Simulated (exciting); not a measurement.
## S K-edge absorption of BaSO4, all-electron BSE

How far do the exchange and direct terms reshape the S K edge of BaSO4?

Method: X-ray absorption, core-level Bethe-Salpeter equation, exchange and statically screened direct term, Tamm-Dancoff, all-electron LAPW+lo LDA, in exciting sodium.

Report form: the programs' logs are mostly left out.

**1. The structure**

It takes space group F-43m (No. 216, cubic). The conventional cell has a = 7.398 Å, b = 7.398 Å, c = 7.398 Å, α = 90.00°, β = 90.00°, γ = 90.00°. Nearest to Ba lie 12 O at 3.09 Å. Nearest to S lie 4 O at 1.49 Å. Nearest to O lie 1 S at 1.49 Å and 3 Ba at 3.09 Å. Farther neighbours and most contacts between anions are not listed.

As a file:

```xyz
6
Lattice="0.0000 3.6988 3.6988 3.6988 0.0000 3.6988 3.6988 3.6988 0.0000" Properties=species:S:1:pos:R:3 pbc="T T T"
Ba    3.6988    3.6988    3.6988
S     0.0000    0.0000    0.0000
O     6.5366    6.5366    6.5366
O     6.5366    4.5598    4.5598
O     4.5598    4.5598    6.5366
O     4.5598    6.5366    4.5598
```

Differences between curves are given as r.m.s. difference over r.m.s. height.

**2. The self-consistent potential**

The species files are the program's own, with muffin-tin radii set in the input.

File input.xml:

```
<input>
  <title>BaSO4</title>
  <structure speciespath="." autormt="false" epslat="1.0e-5">
    <crystal>
      <basevect>0.0000000000 6.9896811940 6.9896811940</basevect>
      <basevect>6.9896811940 0.0000000000 6.9896811940</basevect>
      <basevect>6.9896811940 6.9896811940 0.0000000000</basevect>
    </crystal>
    <species speciesfile="Ba.xml" rmt="2.074">
      <atom coord="0.5000000000 0.5000000000 0.5000000000"/>
    </species>
    <species speciesfile="S.xml" rmt="1.367">
      <atom coord="0.0000000000 0.0000000000 0.0000000000"/>
    </species>
    <species speciesfile="O.xml" rmt="1.367">
      <atom coord="0.8836120000 0.8836120000 0.8836120000"/>
      <atom coord="0.3491640000 0.8836120000 0.8836120000"/>
      <atom coord="0.8836120000 0.8836120000 0.3491640000"/>
      <atom coord="0.8836120000 0.3491640000 0.8836120000"/>
    </species>
  </structure>
  <groundstate do="fromscratch" xctype="LDA_PW" ngridk="3 3 3" rgkmax="7" gmaxvr="14" nempty="8" swidth="0.001" maxscl="100" epsengy="1e-5"/>
</input>
```

On the command line:

```
> OMP_NUM_THREADS=1 mpirun -n 4 exciting
```

Elapsed: 2.2 min, on 4 MPI ranks of Intel Xeon at 2.70GHz, shared host.

The mesh shows a gap of 4.17 eV. Core levels (Dirac, from the valence top):

```csv
atom,level,energy (eV)
S,1s1/2,-2394.0
S,2s1/2,-206.9
S,2p1/2,-153.6
S,2p3/2,-152.3
```

**3. A richer basis for the empty states**

Each species file gets more local orbitals, built from u and its energy derivative at 0.15 Ha and u at 0.9 Ha.

input.xml is that of step 2.

File SPECIES.xml, added lines:

```
<lo l="L">  <!-- L = 0, 1, 2, and 3 from Cs on -->
  <wf matchingOrder="0" trialEnergy="0.1500" searchE="false"/>
  <wf matchingOrder="1" trialEnergy="0.1500" searchE="false"/>
  <wf matchingOrder="0" trialEnergy="0.9000" searchE="false"/>
</lo>
```

On the command line:

```
> OMP_NUM_THREADS=1 mpirun -n 4 exciting
```

Run time: 2.5 min. Hardware: 4 MPI ranks.

Against the first ground state the total energy moves by -17 meV an atom and the gap by -0.01 eV.

**4. Screening, kernels and BSE for S atom 2**

The absorber has 4 O at 1.49 Å (tetrahedral, site symmetry -43m).

input.xml, as its differences from that of step 3:

```diff
@@ -21,3 +21,20 @@
   </structure>
-  <groundstate do="fromscratch" xctype="LDA_PW" ngridk="3 3 3" rgkmax="7" gmaxvr="14" nempty="8" swidth="0.001" maxscl="100" epsengy="1e-5"/>
+  <groundstate do="skip" xctype="LDA_PW" ngridk="3 3 3" rgkmax="7" gmaxvr="14" nempty="8" swidth="0.001" maxscl="100" epsengy="1e-5"/>
+  <xs xstype="BSE" ngridk="3 3 3" ngridq="3 3 3" vkloff="0.097 0.273 0.493" rgkmax="7" nempty="51" gqmax="3" lmaxapwwf="5" lmaxemat="2" broad="0.01654" tevout="true">
+    <energywindow intv="87.685 89.302" points="439"/>
+    <screening screentype="full" nempty="77"/>
+    <BSE xas="true" xasspecies="2" xasatom="1" xasedge="K" bsetype="singlet" nstlxas="1 47"/>
+    <qpointset>
+      <qpoint>0 0 0</qpoint>
+    </qpointset>
+    <plan>
+      <doonly task="xsgeneigvec"/>
+      <doonly task="writepmatxs"/>
+      <doonly task="scrgeneigvec"/>
+      <doonly task="scrwritepmat"/>
+      <doonly task="screen"/>
+      <doonly task="scrcoulint"/>
+      <doonly task="exccoulint"/>
+    </plan>
+  </xs>
 </input>
```

File input.xml for the last start (plan only):

```
  <plan>
    <doonly task="bse"/>
  </plan>
```

On the command line:

```
> OMP_NUM_THREADS=1 mpirun -n 4 exciting
> OMP_NUM_THREADS=4 exciting
```

It took 29 min on 4 MPI ranks.

Wall time by task: xsgeneigvec 41 s, writepmatxs 12 s, scrgeneigvec 42 s, scrwritepmat 15 s, screen 3.3 min, scrcoulint 9.1 min, exccoulint 14 min, bse 24 s.

The S K spectrum of S atom 2 (energy from the Kohn–Sham onset, core level to the lowest empty state found on the meshes used, 2398.02 eV; the ground-state mesh sets it, and the shifted mesh has its lowest transition 0.29 eV above it; Im ε scaled to the maximum of the singlet run; cut below the end of the band set):

```csv
E (eV),Im ε
-4.0,0.02
-3.5,0.03
-3.0,0.04
-2.5,0.07
-2.0,0.14
-1.5,0.33
-1.0,0.89
-0.5,0.68
0.0,0.30
0.5,0.16
1.0,0.11
1.5,0.11
2.0,0.08
2.5,0.05
3.0,0.04
3.5,0.04
4.0,0.04
4.5,0.03
5.0,0.03
5.5,0.03
6.0,0.04
6.5,0.05
7.0,0.07
7.5,0.07
8.0,0.07
8.5,0.10
9.0,0.08
9.5,0.07
10.0,0.08
10.5,0.08
11.0,0.08
11.5,0.07
12.0,0.08
12.5,0.08
13.0,0.08
13.5,0.11
14.0,0.12
14.5,0.11
15.0,0.08
15.5,0.07
16.0,0.06
16.5,0.05
17.0,0.04
17.5,0.04
18.0,0.05
18.5,0.05
19.0,0.03
19.5,0.03
```

Maxima (height): -0.9 eV (1.00) and 14.1 eV (0.12).

The Hamiltonian has 2538 rows. The lowest groups of eigenvalues and the brightest ones, on the scale above (the program counts from the shifted mesh's onset, 0.29 eV higher). Core spinors bring spin-forbidden partners, so dark means forbidden by spin or by symmetry, and the shifted mesh splits states that symmetry would keep together:

```csv
energy (eV),states within 10 meV,relative strength
-1.069,2,2.2e-4
-0.856,5,1.00
-0.845,1,0.50
-0.733,2,9.5e-4
-0.609,2,0.0098
-0.565,4,0.042
0.075,4,0.020
8.603,2,0.028
8.644,2,0.028
14.261,2,0.020
```

**5. Independent particles**

input.xml, as its differences from that of step 4:

```diff
@@ -25,3 +25,3 @@
     <screening screentype="full" nempty="77"/>
-    <BSE xas="true" xasspecies="2" xasatom="1" xasedge="K" bsetype="singlet" nstlxas="1 47"/>
+    <BSE xas="true" xasspecies="2" xasatom="1" xasedge="K" bsetype="IP" nstlxas="1 47"/>
     <qpointset>
@@ -30,9 +30,3 @@
     <plan>
-      <doonly task="xsgeneigvec"/>
-      <doonly task="writepmatxs"/>
-      <doonly task="scrgeneigvec"/>
-      <doonly task="scrwritepmat"/>
-      <doonly task="screen"/>
-      <doonly task="scrcoulint"/>
-      <doonly task="exccoulint"/>
+      <doonly task="bse"/>
     </plan>
```

On the command line:

```
> OMP_NUM_THREADS=4 exciting
```

Elapsed: 3 s, on 4 threads.

Maxima (height): 5.0 eV (0.41), 5.8 eV (0.38), 16.4 eV (0.15), 17.6 eV (0.15) and 19.6 eV (0.11); 1 lower ones aren't listed. The spectrum differs from the singlet run by 109 % r.m.s. Moving the earlier curve by +6.1 eV leaves 49 %. The highest maximum lies at 5.0 eV (0.41), against -0.9 eV (1.00).

**6. Exchange alone**

input.xml, as its differences from that of step 5:

```diff
@@ -25,3 +25,3 @@
     <screening screentype="full" nempty="77"/>
-    <BSE xas="true" xasspecies="2" xasatom="1" xasedge="K" bsetype="IP" nstlxas="1 47"/>
+    <BSE xas="true" xasspecies="2" xasatom="1" xasedge="K" bsetype="RPA" nstlxas="1 47"/>
     <qpointset>
```

On the command line:

```
> OMP_NUM_THREADS=4 exciting
```

Elapsed: 24 s, on 4 threads.

Maxima (height): 5.0 eV (0.41), 5.8 eV (0.38), 16.4 eV (0.15), 17.6 eV (0.15) and 19.6 eV (0.11); 1 lower ones aren't listed. The spectrum is that of the independent-particle run within 1 %.

**7. A changed run**

In this try the input is made faulty on purpose, to show what that does.

input.xml, as its differences from that of step 6:

```diff
@@ -24,4 +24,4 @@
     <energywindow intv="87.685 89.302" points="439"/>
-    <screening screentype="full" nempty="77"/>
-    <BSE xas="true" xasspecies="2" xasatom="1" xasedge="K" bsetype="RPA" nstlxas="1 47"/>
+    <screening screentype="full" nempty="8"/>
+    <BSE xas="true" xasspecies="2" xasatom="1" xasedge="K" bsetype="singlet" nstlxas="1 47"/>
     <qpointset>
@@ -30,3 +30,6 @@
     <plan>
-      <doonly task="bse"/>
+      <doonly task="scrgeneigvec"/>
+      <doonly task="scrwritepmat"/>
+      <doonly task="screen"/>
+      <doonly task="scrcoulint"/>
     </plan>
```

File input.xml for the last start (plan only):

```
  <plan>
    <doonly task="bse"/>
  </plan>
```

On the command line:

```
> OMP_NUM_THREADS=1 mpirun -n 4 exciting
> OMP_NUM_THREADS=4 exciting
```

Wall time 9.9 min (4 MPI ranks).

The input has a fault: far too few empty states in the screening. The spectrum differs from the singlet run by 137 % r.m.s. Moving the earlier curve by -2.6 eV leaves 22 %. The highest maximum lies at -3.4 eV (1.22), against -0.9 eV (1.00). The first bright state moves from -0.86 to -3.39 eV. Too few states underscreen, so the attraction is too strong.

```csv
E (eV),first run,this run
-6.0,0.01,0.04
-5.0,0.01,0.09
-4.0,0.02,0.43
-3.0,0.04,0.71
-2.0,0.14,0.12
-1.0,0.89,0.05
0.0,0.30,0.03
1.0,0.11,0.03
2.0,0.08,0.02
3.0,0.04,0.02
4.0,0.04,0.03
5.0,0.03,0.03
6.0,0.04,0.06
7.0,0.07,0.09
8.0,0.07,0.10
9.0,0.08,0.06
10.0,0.08,0.08
11.0,0.08,0.07
12.0,0.08,0.07
13.0,0.08,0.09
14.0,0.12,0.08
15.0,0.08,0.05
16.0,0.06,0.03
17.0,0.04,0.02
18.0,0.05,0.03
19.0,0.03,0.02
```

**8. Coarser mesh**

Changed against the first singlet run: k mesh from 3×3×3 to 2×2×2.

input.xml, as its differences from that of step 7:

```diff
@@ -22,5 +22,5 @@
   <groundstate do="skip" xctype="LDA_PW" ngridk="3 3 3" rgkmax="7" gmaxvr="14" nempty="8" swidth="0.001" maxscl="100" epsengy="1e-5"/>
-  <xs xstype="BSE" ngridk="3 3 3" ngridq="3 3 3" vkloff="0.097 0.273 0.493" rgkmax="7" nempty="51" gqmax="3" lmaxapwwf="5" lmaxemat="2" broad="0.01654" tevout="true">
+  <xs xstype="BSE" ngridk="2 2 2" ngridq="2 2 2" vkloff="0.097 0.273 0.493" rgkmax="7" nempty="51" gqmax="3" lmaxapwwf="5" lmaxemat="2" broad="0.01654" tevout="true">
     <energywindow intv="87.685 89.302" points="439"/>
-    <screening screentype="full" nempty="8"/>
+    <screening screentype="full" nempty="77"/>
     <BSE xas="true" xasspecies="2" xasatom="1" xasedge="K" bsetype="singlet" nstlxas="1 47"/>
@@ -30,2 +30,4 @@
     <plan>
+      <doonly task="xsgeneigvec"/>
+      <doonly task="writepmatxs"/>
       <doonly task="scrgeneigvec"/>
@@ -34,2 +36,3 @@
       <doonly task="scrcoulint"/>
+      <doonly task="exccoulint"/>
     </plan>
```

File input.xml for the last start (plan only):

```
  <plan>
    <doonly task="bse"/>
  </plan>
```

Elapsed: 6.3 min, on 4 MPI ranks.

These settings are cheaper. Against the singlet run the r.m.s. difference is 8 %. The lowest bare transition of this run lies at 0.56 eV, against 0.29. A coarse mesh samples few band energies, and it inflates the long-range part of the attraction.

```csv
E (eV),first run,this run
-4.0,0.02,0.02
-3.0,0.04,0.04
-2.0,0.14,0.13
-1.0,0.89,0.81
0.0,0.30,0.33
1.0,0.11,0.13
2.0,0.08,0.08
3.0,0.04,0.04
4.0,0.04,0.04
5.0,0.03,0.03
6.0,0.04,0.04
7.0,0.07,0.06
8.0,0.07,0.09
9.0,0.08,0.07
10.0,0.08,0.08
11.0,0.08,0.07
12.0,0.08,0.07
13.0,0.08,0.09
14.0,0.12,0.13
15.0,0.08,0.09
16.0,0.06,0.06
17.0,0.04,0.04
18.0,0.05,0.05
19.0,0.03,0.04
```

**9. From independent particles to the full kernel**

```csv
level,curve passes 0.15 (eV),highest maximum (eV),its height
IP,4.0,5.0,0.41
RPA,4.0,5.0,0.41
singlet,-1.9,-0.9,1.00
```

```csv
E (eV),IP,RPA,singlet
-4.0,0.00,0.00,0.02
-3.0,0.00,0.00,0.04
-2.0,0.00,0.00,0.14
-1.0,0.01,0.01,0.89
0.0,0.01,0.01,0.30
1.0,0.02,0.02,0.11
2.0,0.05,0.05,0.08
3.0,0.08,0.08,0.04
4.0,0.15,0.14,0.04
5.0,0.41,0.41,0.03
6.0,0.36,0.36,0.04
7.0,0.10,0.10,0.07
8.0,0.07,0.08,0.07
9.0,0.06,0.06,0.08
10.0,0.07,0.07,0.08
11.0,0.09,0.09,0.08
12.0,0.09,0.09,0.08
13.0,0.08,0.08,0.08
14.0,0.06,0.06,0.12
15.0,0.08,0.08,0.08
16.0,0.15,0.15,0.06
17.0,0.13,0.13,0.04
18.0,0.12,0.12,0.05
19.0,0.09,0.09,0.03
```

**10. Summary of results**

* absorber and edge: S K, atom 2
* surroundings: 4 O at 1.49 Å (tetrahedral, site symmetry -43m)
* first bright state: -0.86 eV from the Kohn–Sham onset, on this mesh
* highest maximum: -0.9 eV
* cost of the BSE run: 29 min on 4 MPI ranks of Intel Xeon at 2.70GHz, shared host; the last task ran on as many threads

Is a core exciton bound? Yes on this mesh: the first bright state (over 5 % of the brightest) lies at -0.86 eV from the Kohn–Sham onset and at -1.14 eV from the lowest bare transition of its own mesh; weaker or dark states reach down to -1.07 eV. Exchange alone changes the independent-particle spectrum by 0.4 % r.m.s. With 27 k points the binding energies are rough, and fine structure above the first lines is partly noise of the mesh. Exchange and the short-range direct term aren't converged in the kernel cutoff. The zero comes from the unshifted 3×3×3 ground-state mesh; it is exact only where the band minimum lies on that mesh. The Kohn–Sham onset, 2398 eV, is no photon energy (tabulated edge of the element: 2472 eV): the scale needs a rigid shift. No quasiparticle correction widens the gap or stretches the bands. Vibrations and energy-dependent lifetimes are left out. The structure is a Materials Project entry, computed there, and may be a hypothetical form.

[Logs are printed without paths, hosts, clocks, repeated set-up lines and the standing remarks that a program may print on its own settings, such as how far it seeks lower states.]

[Hosts, paths, dates, database ids (printed as entryN), source tags and the programs' standing remarks are cut or masked in the printed files.]
